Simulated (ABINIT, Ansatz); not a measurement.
**CsVN2 (Fd-3m): bands and cutoff in G0W0 with ABINIT**

What does each rung of G0W0 on CsVN2 (Fd-3m) cost, and what does it buy?

Program: ABINIT 10.8.3. Level of theory: PBEsol and many-body steps on it, plane waves. Results are calculated unless marked as measured.

Most raw output is cut from this account.

## 1. Starting point

Symmetry: Fd-3m, No. 227, cubic system. Conventional cell: a = 8.344 Å, b = 8.344 Å, c = 8.344 Å, α = 90.00°, β = 90.00°, γ = 90.00°. Nearest to Cs lie 12 N at 3.46 Å and 4 Cs at 3.61 Å and 4 V at 3.61 Å. Nearest to V lie 4 N at 1.81 Å. Nearest to N lie 2 V at 1.81 Å and 6 Cs at 3.46 Å. Farther neighbours and most contacts between anions are not listed.

The cell and positions are those that the Materials Project relaxed with its own functionals (PBE, PBE+U or r2SCAN), kept fixed. Spin-orbit coupling is left out unless a step names it.

## 2. Empty states on the mesh, 2×2×2 mesh, 293 bands

This step: ABINIT 10.8.3; DFT, PBEsol, plane waves, norm-conserving pseudopotentials.

The sums over transitions need many empty states on a uniform mesh; this step solves for them.

run.abi

```
acell 3*1.0 Angstrom
rprim 
  0.000000000000 4.171935907400 4.171935907400
  4.171935907400 0.000000000000 4.171935907400
  4.171935907400 4.171935907400 0.000000000000
ntypat 3
znucl 55 23 7
natom 8
typat 1 1 2 2 3 3 3 3
xred 
  0.250000000000 0.250000000000 0.250000000000
  -0.000000000000 0.000000000000 -0.000000000000
  0.750000000000 0.750000000000 0.750000000000
  0.500000000000 0.500000000000 0.500000000000
  0.625000000000 0.625000000000 0.625000000000
  0.125000000000 0.625000000000 0.625000000000
  0.625000000000 0.125000000000 0.625000000000
  0.625000000000 0.625000000000 0.125000000000
pp_dirpath "pseudos"
pseudos "Cs.upf, V.upf, N.upf"
ecut 38
ngkpt 2 2 2
nshiftk 1
shiftk 0 0 0
kptopt 1
chksymbreak 0
iscf -2
irdden 1
istwfk *1
nband 293
nbdbuf 26
tolwfr 1e-09
nstep 60
prtvol 0
indata_prefix "in"
outdata_prefix "out"
tmpdata_prefix "tmp"
```

Run with:

```
OMP_NUM_THREADS=1 mpirun -n 4 abinit run.abi > log
```

The job ended after 5.3 min (4 MPI ranks of Arm Neoverse N1, shared host; peak memory 0.58 GiB; 21 min of CPU time).

This step gave:

| Property | Result |
| --- | --- |
| gap | 0.5295 eV |
| k of the valence top | 0.5, 0, 0 |
| k of the conduction bottom | 0, 0, 0 |
| least direct gap | 0.5491 eV |
| k points computed | 3 |
| lowest point of the top converged band, above the valence top | 68.3376 eV |

On this mesh the gap is 0.530 eV.

The density comes from a self-consistent run that is not shown.

## 3. Screening, 2×2×2 mesh, 61 bands, screening to 62.6 eV

The RPA dielectric matrix is built and inverted for each q.

This step: RPA screening on PBEsol, plane waves, norm-conserving pseudopotentials.

run.abi, as its differences from that of step 2:

```diff
@@ -26,10 +26,11 @@
 chksymbreak 0
-iscf -2
-irdden 1
 istwfk *1
-nband 293
-nbdbuf 26
-tolwfr 1e-09
-nstep 60
-prtvol 0
+occopt 1
+irdwfk 1
+optdriver 3
+nband 61
+ecuteps 2.3
+inclvkb 2
+awtr 1
+symchi 1
 indata_prefix "in"
```

Run time: 26 s. Hardware: 4 MPI ranks; peak memory 1.7 GiB.

This step gave:

| Quantity | Value |
| --- | --- |
| ε∞ with local fields, on this mesh, along the program's q direction | 116.4 |
| the same without local fields | 127.5 |
| plasma frequency | 24.65 eV |
| plane waves in the screening matrix | 169 |

Local fields lower ε∞ by 9 %. The value itself is an artefact of the mesh, where one narrow direct gap carries too much weight.

## 4. 61 bands, 62.6 eV

The self-energy is evaluated for the states that the input lists, and the levels follow from it, in one-shot runs by the linearised quasiparticle equation.

This step: G0W0 on PBEsol, plane waves, norm-conserving pseudopotentials.

run.abi, as its differences from that of step 3:

```diff
@@ -29,8 +29,17 @@
 irdwfk 1
-optdriver 3
+optdriver 4
 nband 61
+gwcalctyp 0
+ecutsigx 38
+symsigma 1
+nkptgw 2
+kptgw 
+  0.5000000000 0.0000000000 0.0000000000
+  0.0000000000 0.0000000000 0.0000000000
+bdgw 
+  30 34
+  30 34
 ecuteps 2.3
-inclvkb 2
-awtr 1
-symchi 1
+irdscr 1
+ppmodel 1
 indata_prefix "in"
```

Wall time 11 s (4 MPI ranks); peak memory 1.3 GiB.

This step gave:

```yaml
g0w0_gap_on_the_points_computed: 1.351 eV
starting_gap_on_the_mesh: 0.5295 eV
k_of_the_valence_top: 0.5, 0, 0
k_of_the_conduction_bottom: 0, 0, 0
z_at_the_valence_top: 0.742
z_at_the_conduction_bottom: 0.734
least_direct_g0w0_gap_on_the_computed_points: 1.371 eV
```

The gap on the mesh goes from 0.53 eV to 1.35 eV, a correction of +0.82 eV.

## 5. Screening, 2×2×2 mesh, 128 bands, screening to 114.3 eV

This step: RPA screening on PBEsol, plane waves, norm-conserving pseudopotentials.

run.abi, as its differences from that of step 4:

```diff
@@ -29,17 +29,8 @@
 irdwfk 1
-optdriver 4
-nband 61
-gwcalctyp 0
-ecutsigx 38
-symsigma 1
-nkptgw 2
-kptgw 
-  0.5000000000 0.0000000000 0.0000000000
-  0.0000000000 0.0000000000 0.0000000000
-bdgw 
-  30 34
-  30 34
-ecuteps 2.3
-irdscr 1
-ppmodel 1
+optdriver 3
+nband 128
+ecuteps 4.2
+inclvkb 2
+awtr 1
+symchi 1
 indata_prefix "in"
```

Run time: 81 s. Hardware: 4 MPI ranks; peak memory 2.4 GiB.

This step gave:

| Quantity | Value |
| --- | --- |
| ε∞ with local fields, on this mesh, along the program's q direction | 117.1 |
| the same without local fields | 127.7 |
| plasma frequency | 24.65 eV |
| plane waves in the screening matrix | 411 |

## 6. 128 bands, 114.3 eV

This step: G0W0 on PBEsol, plane waves, norm-conserving pseudopotentials.

run.abi, as its differences from that of step 5:

```diff
@@ -29,8 +29,17 @@
 irdwfk 1
-optdriver 3
+optdriver 4
 nband 128
+gwcalctyp 0
+ecutsigx 38
+symsigma 1
+nkptgw 2
+kptgw 
+  0.5000000000 0.0000000000 0.0000000000
+  0.0000000000 0.0000000000 0.0000000000
+bdgw 
+  30 34
+  30 34
 ecuteps 4.2
-inclvkb 2
-awtr 1
-symchi 1
+irdscr 1
+ppmodel 1
 indata_prefix "in"
```

Run time: 27 s. Hardware: 4 MPI ranks; peak memory 1.6 GiB.

Numbers from this step:

* G0W0 gap on the points computed: 1.338 eV
* starting gap on the mesh: 0.5295 eV
* k of the valence top: 0.5, 0, 0
* k of the conduction bottom: 0, 0, 0
* Z at the valence top: 0.748
* Z at the conduction bottom: 0.743
* least direct G0W0 gap on the computed points: 1.362 eV

Against G0W0 in ABINIT (2×2×2 mesh, 61 bands, screening to 62.6 eV, Godby-Needs plasmon pole), the gap moves by −0.013 eV.

## 7. Screening, 2×2×2 mesh, 267 bands, screening to 176.9 eV

This step: RPA screening on PBEsol, plane waves, norm-conserving pseudopotentials.

run.abi, as its differences from that of step 6:

```diff
@@ -29,17 +29,8 @@
 irdwfk 1
-optdriver 4
-nband 128
-gwcalctyp 0
-ecutsigx 38
-symsigma 1
-nkptgw 2
-kptgw 
-  0.5000000000 0.0000000000 0.0000000000
-  0.0000000000 0.0000000000 0.0000000000
-bdgw 
-  30 34
-  30 34
-ecuteps 4.2
-irdscr 1
-ppmodel 1
+optdriver 3
+nband 267
+ecuteps 6.5
+inclvkb 2
+awtr 1
+symchi 1
 indata_prefix "in"
```

It took 3.7 min on 4 MPI ranks; peak memory 3.2 GiB; 15 min of CPU time.

Numbers from this step:

```
ε∞ with local fields, on this mesh, along the program's q direction : 117.6
the same without local fields                                       : 127.7
plasma frequency                                                    : 24.65 eV
plane waves in the screening matrix                                 : 749
```

## 8. 267 bands, 176.9 eV

This step: G0W0 on PBEsol, plane waves, norm-conserving pseudopotentials.

run.abi, as its differences from that of step 7:

```diff
@@ -29,8 +29,17 @@
 irdwfk 1
-optdriver 3
+optdriver 4
 nband 267
+gwcalctyp 0
+ecutsigx 38
+symsigma 1
+nkptgw 2
+kptgw 
+  0.5000000000 0.0000000000 0.0000000000
+  0.0000000000 0.0000000000 0.0000000000
+bdgw 
+  30 34
+  30 34
 ecuteps 6.5
-inclvkb 2
-awtr 1
-symchi 1
+irdscr 1
+ppmodel 1
 indata_prefix "in"
```

Wall time 2 min (4 MPI ranks); peak memory 2.6 GiB.

Numbers from this step:

* G0W0 gap on the points computed: 1.437 eV
* starting gap on the mesh: 0.5295 eV
* k of the valence top: 0.5, 0, 0
* k of the conduction bottom: 0, 0, 0
* least direct G0W0 gap on the computed points: 1.459 eV

Against G0W0 in ABINIT (2×2×2 mesh, 128 bands, screening to 114.3 eV, Godby-Needs plasmon pole), the gap moves by +0.099 eV.

## 9. The runs together

Times are wall times on 4 MPI ranks of Arm Neoverse N1, shared host, good to a factor of about two. A run's time includes the screening step that it read.

| run | mesh | bands | screening cutoff (eV) | DFT gap (eV) | gap on the mesh (eV) | direct (eV) | ε∞ used | time |
| --- | --- | --- | --- | --- | --- | --- | --- | --- |
| 61 bands, 62.6 eV | 2×2×2 | 61 | 62.6 | 0.530 | 1.351 | 1.371 | 116.40 | 37 s |
| 128 bands, 114.3 eV | 2×2×2 | 128 | 114.3 | 0.530 | 1.338 | 1.362 | 117.10 | 1.8 min |
| 267 bands, 176.9 eV | 2×2×2 | 267 | 176.9 | 0.530 | 1.437 | 1.459 | 117.62 | 5.6 min |

## 10. Results

```yaml
61_bands_62p6_ev: 1.351 eV
128_bands_114p3_ev: 1.338 eV
267_bands_176p9_ev: 1.437 eV
known_limits: not at the basis limit; screening runs away on this mesh; no spin polarisation; d states lean on the start; no spin-orbit coupling; coarse k mesh
```

From the first rung to the last the gap moves by +0.09 eV for 9.2 times the time. The gap turns back along the series, so no limit is drawn from it. In the G0W0 runs levels were corrected at 2 k points alone, so a gap called «on the mesh» is the least over those, and an edge elsewhere would be missed. The 2×2×2 mesh is coarse for this cell, which bears on the long-range parts of exchange and screening. On this mesh the RPA ε∞ passes 90, more than nearly any semiconductor shows; a coarse mesh does this where one point with a narrow direct gap carries much weight. The screening is then too strong, and the G0W0 gap should not be taken as the material's. The runs have no spin polarisation. For a closed low-spin shell that is the natural state; where a d or f shell is open it is a constraint, and the gap is then not the crystal's own. With d states at the gap, one-shot GW leans hard on its start. The many-body steps are scalar-relativistic: spin-orbit coupling is not in them.

[Paths, hosts, dates, memory and timing lines, banners, echoed tables and standing remarks are left out of the program output.]

[Logs are printed without paths, hosts, clocks, repeated set-up lines and the standing remarks that a program may print on its own settings, such as how far it seeks lower states.]

[Runs of the session that timed out or met a known fault of the program may be left out.]

[Hosts, paths, dates, database ids (printed as entryN), source tags and the programs' standing remarks are cut or masked in the printed files.]

[G0W0 gaps are taken among the corrected bands and points alone; a level outside them can change the order at an edge.]

[Where Ansatz stands beside ABINIT at settings called matched, ABINIT's density can come from a denser mesh and the files from another edition; pairs whose starting gaps differed by over 0.03 eV were left out, so agreement reads better than it is.]
